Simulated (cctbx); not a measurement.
**Ce4Cu5Bi5Sb3: as given, inverted or twinned?**

Space group P4mm (no. 99), a = 4.6480 Å, b = 4.6480 Å, c = 20.0240 Å, α = 90.00°, β = 90.00°, γ = 90.00°.

| atom | mult. | x | y | z | Ueq (Å²) |
| --- | --- | --- | --- | --- | --- |
| Bi1 | 1 | 0 | 0 | 0.8250 | 0.0079 |
| Bi2 | 2 | 0 | 1/2 | 0.4997 | 0.0165 |
| Bi3 | 2 | 0 | 1/2 | 0.9882 | 0.0077 |
| Ce1 | 1 | 0 | 0 | 0.6288 | 0.0111 |
| Ce2 | 1 | 0 | 0 | 0.1243 | 0.0162 |
| Ce3 | 1 | 1/2 | 1/2 | 0.8673 | 0.0109 |
| Ce4 | 1 | 1/2 | 1/2 | 0.3752 | 0.0128 |
| Sb1 | 1 | 0 | 0 | 0.3286 | 0.0160 |
| Sb2 | 1 | 1/2 | 1/2 | 0.6710 | 0.0102 |
| Sb3 | 1 | 1/2 | 1/2 | 0.1868 | 0.0150 |
| Cu1 | 1 | 1/2 | 1/2 | 0.0602 | 0.0166 |
| Cu2 | 2 | 0 | 1/2 | 0.7526 | 0.0130 |
| Cu3 | 2 | 0 | 1/2 | 0.2515 | 0.0155 |

The model was made for the exercise: a known structure type with other elements put in, its volume estimated, not relaxed; displacement parameters are assumed.

Data sets are simulated with cctbx and refined with Bijvoet mates kept apart; Flack x is then fitted as the share of an inverted twin with the atoms fixed, Hooft y from the Bijvoet differences. The group is acentric but holds improper operations, so there is an absolute structure (orientation) and no hand.

Untwinned crystal. What Flack and Hooft values should come out?

```
  λ (Å)  extinction (unmodelled)  d min (Å)  top counts  error (%)     model      R1  Flack x   s.u.  Hooft y   s.u.  pairs
0.71073                        0       0.77       70000          3  as given  0.0092    0.001  0.003   -0.002  0.004    346
0.71073                        0       0.77       70000          3  inverted  0.0887     0.90   0.02    1.119  0.005    346
1.54184                        0       0.83       70000          2  as given  0.0085   -0.001  0.006    0.006  0.006    281
```

With Mo Kα, x is within 3 s.u. of 0, so the absolute structure is right. With Cu Kα, x is within 3 s.u. of 0, so the absolute structure is right. Inverting the model turns x into about 1 − x.

A further crystal gives:

| λ (Å) | extinction (unmodelled) | d min (Å) | top counts | error (%) | model | R1 | Flack x | s.u. | Hooft y | s.u. | pairs |
| --- | --- | --- | --- | --- | --- | --- | --- | --- | --- | --- | --- |
| 0.71073 | 0.1 | 0.84 | 20000 | 6 | as given | 0.0748 | 0.768 | 0.018 | 0.864 | 0.009 | 276 |

**Question.** What is it?

It was simulated as an inversion twin with a fraction 0.8 of the inverted domain. Flack x is over 3 s.u. from both 0 and 1 and reads that fraction.

[Logs are printed without paths, hosts, clocks, repeated set-up lines and the standing remarks that a program may print on its own settings, such as how far it seeks lower states.]
